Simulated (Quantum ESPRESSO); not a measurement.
# KMgF3 (Pm-3m): zone-centre phonons, part 3 of 4

Which modes does KMgF3 (Pm-3m) have at the zone centre?

Quantum ESPRESSO 7.5; DFT LDA, scalar-relativistic, plane waves, PseudoDojo norm-conserving pseudopotentials.

So far. Step 6 (Zone-centre analysis): The rule moves no optical mode by more than 0.3 cm⁻¹. Step 7 (The LO-TO splitting (1 0 0)): The field moves 3 modes; the highest of them now lies at 599 cm⁻¹, where the highest that moved away lay at 516.

### Step 8. Ground state, volume × 0.94

Bonds stiffen under compression, so frequencies follow the volume; the atoms are not relaxed anew.

The input, scf.in:

```
&CONTROL
  calculation = 'scf'
  prefix      = 'x'
  outdir      = './tmp'
  pseudo_dir  = './pseudo'
  tprnfor     = .true.
  tstress     = .true.
/
&SYSTEM
  ibrav       = 0
  nat         = 5
  ntyp        = 3
  ecutwfc     = 92.0
  occupations = 'fixed'
  nbnd        = 22
/
&ELECTRONS
  conv_thr         = 1.0d-12
  mixing_beta      = 0.7
  electron_maxstep = 100
/
ATOMIC_SPECIES
 K      39.0983  K.upf
 Mg     24.3050  Mg.upf
 F      18.9984  F.upf
CELL_PARAMETERS angstrom
     3.827190651    0.000000000    0.000000000
     0.000000000    3.827190651    0.000000000
     0.000000000    0.000000000    3.827190651
ATOMIC_POSITIONS crystal
 K      0.500000000   0.500000000   0.500000000
 Mg     0.000000000   0.000000000   0.000000000
 F      0.500000000   0.000000000   0.000000000
 F      0.000000000   0.500000000   0.000000000
 F      0.000000000   0.000000000   0.500000000
K_POINTS automatic
 8 8 8 0 0 0
```

Launch:

```
> OMP_NUM_THREADS=1 mpirun -n 4 pw.x -nk 4 -in scf.in > scf.out
```

The log of the run:

```text
[banners, grids, parts of the stress and lines that vanish by symmetry left out]
[banner, memory and clock lines left out]
Program PWSCF v.7.5

[...]
kinetic-energy cutoff     =      92.0000  Ry
     charge density cutoff     =     368.0000  Ry
     scf convergence threshold =      1.0E-12
[...]
Exchange-correlation= SLA  PW   NOGX NOGC
                           (   1   4   0   0   0   0   0)
[...]
48 Sym. Ops., with inversion, found
[...]
number of k points=    35
[...]
End of self-consistent calculation
[...]
highest occupied, lowest unoccupied level (ev):     3.7077   11.7048
!    total energy              =    -326.58570715 Ry
[...]
convergence has been achieved in  12 iterations
[...]
atom    1 type  1   force =     0.00000000    0.00000000    0.00000000
     atom    2 type  2   force =     0.00000000    0.00000000    0.00000000
     atom    3 type  3   force =     0.00000000    0.00000000    0.00000000
     atom    4 type  3   force =     0.00000000    0.00000000    0.00000000
     atom    5 type  3   force =     0.00000000    0.00000000    0.00000000
     Total force =     0.000000     Total SCF correction =     0.000000
[...]
total   stress  (Ry/bohr**3)                   (kbar)     P=       61.38
[...]
XML data file, charge density, pseudopotentials, collected wavefunctions
```

Wall time 20 s (4 MPI ranks of Arm Neoverse V2, shared host); 80 s of CPU time.

Read from the output:

- volume per atom: 11.21 Å³
- pressure: 6.138 GPa
- gap on the k-mesh: 7.997 eV

### Step 9. Linear response at Γ, volume × 0.94

It starts from a fresh copy of the ground state of step 8.

The input, ph.in:

```
phonons
&INPUTPH
  prefix = 'x'
  outdir = './tmp'
  fildyn = 's.dyn'
  tr2_ph = 1.0d-18
  epsil  = .true.
/
0.000000000000 0.000000000000 0.000000000000
```

Launch:

```
> OMP_NUM_THREADS=1 mpirun -n 4 ph.x -nk 4 -in ph.in > ph.out
```

The log of the run:

```text
[banners, grids, parts of the stress and lines that vanish by symmetry left out]
[banner, memory and clock lines left out]
Program PHONON v.7.5

[...]
Exchange-correlation= PW
                           (   1   4   0   0   0   0   0)
[...]
kinetic-energy cut-off    =      92.0000  Ry
     charge density cut-off    =     368.0000  Ry
     convergence threshold     =      1.0E-18
[...]
Exchange-correlation= PW
                           (   1   4   0   0   0   0   0)
[...]
q = (   0.0000000   0.0000000   0.0000000 )
     49 Sym.Ops. (with q -> -q+G )
     G cutoff =  487.5801  (  45025 G-vectors)     FFT grid: ( 45, 45, 45)
     number of k points=    35
[...]
Mode symmetry, O_h (m-3m)  point group:
[...]
Dielectric constant
[...]
End of electric fields calculation
          Dielectric constant in cartesian axis
          (       2.190084746       0.000000000       0.000000000 )
          (       0.000000000       2.190084746       0.000000000 )
          (       0.000000000       0.000000000       2.190084746 )
          Effective charges (d Force / dE) in cartesian axis without acoustic sum rule applied (asr)
           atom    1  K     Mean Z*:        1.20372
      Ex  (        1.20372        0.00000        0.00000 )
      Ey  (        0.00000        1.20372        0.00000 )
      Ez  (        0.00000        0.00000        1.20372 )
           atom    2  Mg    Mean Z*:        1.97115
      Ex  (        1.97115        0.00000        0.00000 )
      Ey  (        0.00000        1.97115        0.00000 )
      Ez  (        0.00000        0.00000        1.97115 )
           atom    3  F     Mean Z*:       -1.05827
      Ex  (       -1.22413        0.00000        0.00000 )
      Ey  (        0.00000       -0.97534        0.00000 )
      Ez  (        0.00000        0.00000       -0.97534 )
           atom    4  F     Mean Z*:       -1.05827
      Ex  (       -0.97534        0.00000        0.00000 )
      Ey  (        0.00000       -1.22413        0.00000 )
      Ez  (        0.00000        0.00000       -0.97534 )
           atom    5  F     Mean Z*:       -1.05827
      Ex  (       -0.97534        0.00000        0.00000 )
      Ey  (        0.00000       -0.97534        0.00000 )
      Ez  (        0.00000        0.00000       -1.22413 )
          Effective charges Sum: Mean:        0.00006
[...]
Effective charges (d Force / dE) in cartesian axis with asr applied:
           atom    1  K     Mean Z*:        1.20371
[...]
atom    2  Mg    Mean Z*:        1.97114
[...]
atom    3  F     Mean Z*:       -1.05828
[...]
atom    4  F     Mean Z*:       -1.05828
[...]
atom    5  F     Mean Z*:       -1.05828
[...]
Representation #   1 modes #   1   2   3
[...]
End of self-consistent calculation
     Convergence has been achieved
     Representation #   2 modes #   4   5   6
[...]
End of self-consistent calculation
     Convergence has been achieved
     Representation #   3 modes #   7   8   9
[...]
[... iterations left out ...]
      iter #   5   av.it.:  13.1
      thresh= 1.145E-07 alpha_mix =  0.700 |ddv_scf|^2 =  1.016E-13
```

The job ended after 8.4 min (4 MPI ranks).

The run was cut off at its time limit.

### Step 10. Self-consistent run for the response, volume × 0.97

Changes to scf.in since step 8:

```diff
@@ -26,5 +26,5 @@
 CELL_PARAMETERS angstrom
-     3.827190651    0.000000000    0.000000000
-     0.000000000    3.827190651    0.000000000
-     0.000000000    0.000000000    3.827190651
+     3.867479829    0.000000000    0.000000000
+     0.000000000    3.867479829    0.000000000
+     0.000000000    0.000000000    3.867479829
 ATOMIC_POSITIONS crystal
```

Launch:

```
> OMP_NUM_THREADS=1 mpirun -n 4 pw.x -nk 4 -in scf.in > scf.out
```

The log of the run:

```text
[banners, grids, parts of the stress and lines that vanish by symmetry left out]
[banner, memory and clock lines left out]
Program PWSCF v.7.5

[...]
kinetic-energy cutoff     =      92.0000  Ry
     charge density cutoff     =     368.0000  Ry
     scf convergence threshold =      1.0E-12
[...]
Exchange-correlation= SLA  PW   NOGX NOGC
                           (   1   4   0   0   0   0   0)
[...]
48 Sym. Ops., with inversion, found
[...]
number of k points=    35
[...]
End of self-consistent calculation
[...]
highest occupied, lowest unoccupied level (ev):     3.3692   11.0937
!    total energy              =    -326.58935235 Ry
[...]
convergence has been achieved in  12 iterations
[...]
atom    1 type  1   force =     0.00000000    0.00000000    0.00000000
     atom    2 type  2   force =     0.00000000    0.00000000    0.00000000
     atom    3 type  3   force =     0.00000000    0.00000000    0.00000000
     atom    4 type  3   force =     0.00000000    0.00000000    0.00000000
     atom    5 type  3   force =     0.00000000    0.00000000    0.00000000
     Total force =     0.000000     Total SCF correction =     0.000000
[...]
total   stress  (Ry/bohr**3)                   (kbar)     P=       28.07
[...]
XML data file, charge density, pseudopotentials, collected wavefunctions
```

Elapsed: 20 s, on 4 MPI ranks.

Read from the output:

| Quantity | Value |
| --- | --- |
| volume per atom | 11.57 Å³ |
| pressure | 2.807 GPa |
| gap on the k-mesh | 7.724 eV |

### Step 11. Zone-centre response, volume × 0.97

It starts from a fresh copy of the ground state of step 10.

ph.in is that of step 9.

Launch:

```
> OMP_NUM_THREADS=1 mpirun -n 4 ph.x -nk 4 -in ph.in > ph.out
```

The log of the run:

```text
[banners, grids, parts of the stress and lines that vanish by symmetry left out]
[banner, memory and clock lines left out]
Program PHONON v.7.5

[...]
Exchange-correlation= PW
                           (   1   4   0   0   0   0   0)
[...]
kinetic-energy cut-off    =      92.0000  Ry
     charge density cut-off    =     368.0000  Ry
     convergence threshold     =      1.0E-18
[...]
Exchange-correlation= PW
                           (   1   4   0   0   0   0   0)
[...]
q = (   0.0000000   0.0000000   0.0000000 )
     49 Sym.Ops. (with q -> -q+G )
     G cutoff =  497.8998  (  46585 G-vectors)     FFT grid: ( 45, 45, 45)
     number of k points=    35
[...]
Mode symmetry, O_h (m-3m)  point group:
[...]
Dielectric constant
[...]
End of electric fields calculation
          Dielectric constant in cartesian axis
          (       2.173438165       0.000000000       0.000000000 )
          (       0.000000000       2.173438165       0.000000000 )
          (       0.000000000       0.000000000       2.173438165 )
          Effective charges (d Force / dE) in cartesian axis without acoustic sum rule applied (asr)
           atom    1  K     Mean Z*:        1.19900
      Ex  (        1.19900        0.00000        0.00000 )
      Ey  (        0.00000        1.19900        0.00000 )
      Ez  (        0.00000        0.00000        1.19900 )
           atom    2  Mg    Mean Z*:        1.98030
      Ex  (        1.98030        0.00000        0.00000 )
      Ey  (        0.00000        1.98030        0.00000 )
      Ez  (        0.00000        0.00000        1.98030 )
           atom    3  F     Mean Z*:       -1.05975
      Ex  (       -1.23812        0.00000        0.00000 )
      Ey  (        0.00000       -0.97056        0.00000 )
      Ez  (        0.00000        0.00000       -0.97056 )
           atom    4  F     Mean Z*:       -1.05975
      Ex  (       -0.97056        0.00000        0.00000 )
      Ey  (        0.00000       -1.23812        0.00000 )
      Ez  (        0.00000        0.00000       -0.97056 )
           atom    5  F     Mean Z*:       -1.05975
      Ex  (       -0.97056        0.00000        0.00000 )
      Ey  (        0.00000       -0.97056        0.00000 )
      Ez  (        0.00000        0.00000       -1.23812 )
          Effective charges Sum: Mean:        0.00007
[...]
Effective charges (d Force / dE) in cartesian axis with asr applied:
           atom    1  K     Mean Z*:        1.19899
[...]
atom    2  Mg    Mean Z*:        1.98029
[...]
atom    3  F     Mean Z*:       -1.05976
[...]
atom    4  F     Mean Z*:       -1.05976
[...]
atom    5  F     Mean Z*:       -1.05976
[...]
Representation #   1 modes #   1   2   3
[...]
End of self-consistent calculation
     Convergence has been achieved
     Representation #   2 modes #   4   5   6
[...]
End of self-consistent calculation
     Convergence has been achieved
     Representation #   3 modes #   7   8   9
[...]
[... iterations left out ...]
      iter #   6   av.it.:  12.7
      thresh= 3.071E-08 alpha_mix =  0.700 |ddv_scf|^2 =  3.937E-16
```

Wall time 8.9 min (4 MPI ranks).

The run was cut off at its time limit.

### Step 12. Self-consistent run for the response, volume × 1.03

Changes to scf.in since step 10:

```diff
@@ -26,5 +26,5 @@
 CELL_PARAMETERS angstrom
-     3.867479829    0.000000000    0.000000000
-     0.000000000    3.867479829    0.000000000
-     0.000000000    0.000000000    3.867479829
+     3.945631791    0.000000000    0.000000000
+     0.000000000    3.945631791    0.000000000
+     0.000000000    0.000000000    3.945631791
 ATOMIC_POSITIONS crystal
```

Launch:

```
> OMP_NUM_THREADS=1 mpirun -n 4 pw.x -nk 4 -in scf.in > scf.out
```

The log of the run:

```text
[banners, grids, parts of the stress and lines that vanish by symmetry left out]
[banner, memory and clock lines left out]
Program PWSCF v.7.5

[...]
kinetic-energy cutoff     =      92.0000  Ry
     charge density cutoff     =     368.0000  Ry
     scf convergence threshold =      1.0E-12
[...]
Exchange-correlation= SLA  PW   NOGX NOGC
                           (   1   4   0   0   0   0   0)
[...]
48 Sym. Ops., with inversion, found
[...]
number of k points=    35
[...]
End of self-consistent calculation
[...]
highest occupied, lowest unoccupied level (ev):     2.7561    9.9895
!    total energy              =    -326.58947676 Ry
[...]
convergence has been achieved in  12 iterations
[...]
atom    1 type  1   force =     0.00000000    0.00000000    0.00000000
     atom    2 type  2   force =     0.00000000    0.00000000    0.00000000
     atom    3 type  3   force =     0.00000000    0.00000000    0.00000000
     atom    4 type  3   force =     0.00000000    0.00000000    0.00000000
     atom    5 type  3   force =     0.00000000    0.00000000    0.00000000
     Total force =     0.000000     Total SCF correction =     0.000000
[...]
total   stress  (Ry/bohr**3)                   (kbar)     P=      -23.97
[...]
XML data file, charge density, pseudopotentials, collected wavefunctions
```

Run time: 20 s. Hardware: 4 MPI ranks.

Read from the output:

| Property | Result |
| --- | --- |
| volume per atom | 12.29 Å³ |
| pressure | -2.397 GPa |
| gap on the k-mesh | 7.233 eV |

### Step 13. Linear response at Γ, volume × 1.03

It starts from a fresh copy of the ground state of step 12.

ph.in is that of step 11.

Launch:

```
> OMP_NUM_THREADS=1 mpirun -n 4 ph.x -nk 4 -in ph.in > ph.out
```

The log of the run:

```text
[banners, grids, parts of the stress and lines that vanish by symmetry left out]
[banner, memory and clock lines left out]
Program PHONON v.7.5

[...]
Exchange-correlation= PW
                           (   1   4   0   0   0   0   0)
[...]
kinetic-energy cut-off    =      92.0000  Ry
     charge density cut-off    =     368.0000  Ry
     convergence threshold     =      1.0E-18
[...]
Exchange-correlation= PW
                           (   1   4   0   0   0   0   0)
[...]
q = (   0.0000000   0.0000000   0.0000000 )
     49 Sym.Ops. (with q -> -q+G )
     G cutoff =  518.2257  (  49509 G-vectors)     FFT grid: ( 45, 45, 45)
     number of k points=    35
[...]
Mode symmetry, O_h (m-3m)  point group:
[...]
Dielectric constant
[...]
End of electric fields calculation
          Dielectric constant in cartesian axis
          (       2.143276840       0.000000000       0.000000000 )
          (       0.000000000       2.143276840       0.000000000 )
          (       0.000000000       0.000000000       2.143276840 )
          Effective charges (d Force / dE) in cartesian axis without acoustic sum rule applied (asr)
           atom    1  K     Mean Z*:        1.19134
      Ex  (        1.19134        0.00000        0.00000 )
      Ey  (        0.00000        1.19134        0.00000 )
      Ez  (        0.00000        0.00000        1.19134 )
           atom    2  Mg    Mean Z*:        1.99818
      Ex  (        1.99818        0.00000        0.00000 )
      Ey  (        0.00000        1.99818        0.00000 )
      Ez  (        0.00000        0.00000        1.99818 )
           atom    3  F     Mean Z*:       -1.06315
      Ex  (       -1.26465        0.00000        0.00000 )
      Ey  (        0.00000       -0.96240        0.00000 )
      Ez  (        0.00000        0.00000       -0.96240 )
           atom    4  F     Mean Z*:       -1.06315
      Ex  (       -0.96240        0.00000        0.00000 )
      Ey  (        0.00000       -1.26465        0.00000 )
      Ez  (        0.00000        0.00000       -0.96240 )
           atom    5  F     Mean Z*:       -1.06315
      Ex  (       -0.96240        0.00000        0.00000 )
      Ey  (        0.00000       -0.96240        0.00000 )
      Ez  (        0.00000        0.00000       -1.26465 )
          Effective charges Sum: Mean:        0.00008
[...]
Effective charges (d Force / dE) in cartesian axis with asr applied:
           atom    1  K     Mean Z*:        1.19132
[...]
atom    2  Mg    Mean Z*:        1.99816
[...]
atom    3  F     Mean Z*:       -1.06316
[...]
atom    4  F     Mean Z*:       -1.06316
[...]
atom    5  F     Mean Z*:       -1.06316
[...]
Representation #   1 modes #   1   2   3
[...]
End of self-consistent calculation
     Convergence has been achieved
     Representation #   2 modes #   4   5   6
[...]
End of self-consistent calculation
     Convergence has been achieved
     Representation #   3 modes #   7   8   9
[...]
[... iterations left out ...]
      iter #   6   av.it.:  12.9
      thresh= 2.893E-08 alpha_mix =  0.700 |ddv_scf|^2 =  3.695E-16
```

Run time: 9.7 min. Hardware: 4 MPI ranks.

The run was cut off at its time limit.

[end of part 3 of 4]

[Host names and launcher messages were left out of these logs when they were recorded.]

[Logs are printed without paths, hosts, clocks, repeated set-up lines and the standing remarks that a program may print on its own settings, such as how far it seeks lower states.]

[Hosts, paths, dates, database ids (printed as entryN), source tags and the programs' standing remarks are cut or masked in the printed files.]
